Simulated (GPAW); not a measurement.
# Surface energy and work function of Mg(0001) from slabs of 3 to 12 layers (PBE)

How do energy and work function of Mg(0001) films settle with thickness, and what surface energy follows?

Set-up. GPAW 26.7.0, plane waves at 450 eV with PAW setups; symmetric 1×1 slabs cut at the tabulated lattice constant (two decimals; low-temperature values for the alkali metals), atoms at bulk places, 7.5 Å of vacuum on each side, one in-plane mesh for all thicknesses, Fermi-Dirac smearing of 0.1 eV. Energies are extrapolated to zero smearing and count from the program's reference atoms. Functional PBE. The cell's area is 8.924 Å².

Results, with one row withheld:

```tsv
layers	energy (eV)	work function (eV)
3	−4.1644	3.79
4	−5.7815	3.77
5	−7.3871	3.74
6	−8.9980	3.72
7	−10.5910	3.69
8	−12.1899	3.68
9	−13.7907	3.69
10	−15.3899	3.70
11	−16.9867	3.71
12	?	?
```

**Question.** What surface energy do these runs give, and what energy and work function should the 12-layer slab have?

A: A slab of n layers has E(n) = nε + 2Aγ once its middle is bulk-like. A line through n = 6 to 11 has the slope ε = −1.5983 eV a layer and the intercept 2Aγ = 0.5946 eV (r.m.s. residual 1.8 meV). So γ = 0.5946 / (2 × 8.924 Å²) = 0.0333 eV/Å² = 0.53 J/m², with a standard error of under 0.01 J/m² from the scatter about the line. For 12 layers: 0.5946 + 12 × (−1.5983) = −18.585 eV; the run gives −18.590 eV, 5.4 meV under the line. The work function has no such law: from 6 to 11 layers it moves between 3.68 and 3.72 eV (mean 3.70), and the 12-layer slab gives 3.70 eV. The thinnest slab, 3 layers, lies +0.09 eV from that mean.

**Limits.** The surfaces are unrelaxed, so γ is an upper bound for this functional and lattice constant. The tabulated lattice constant isn't the functional's own, which strains the slab a little.

[Logs are printed without paths, hosts, clocks, repeated set-up lines and the standing remarks that a program may print on its own settings, such as how far it seeks lower states.]
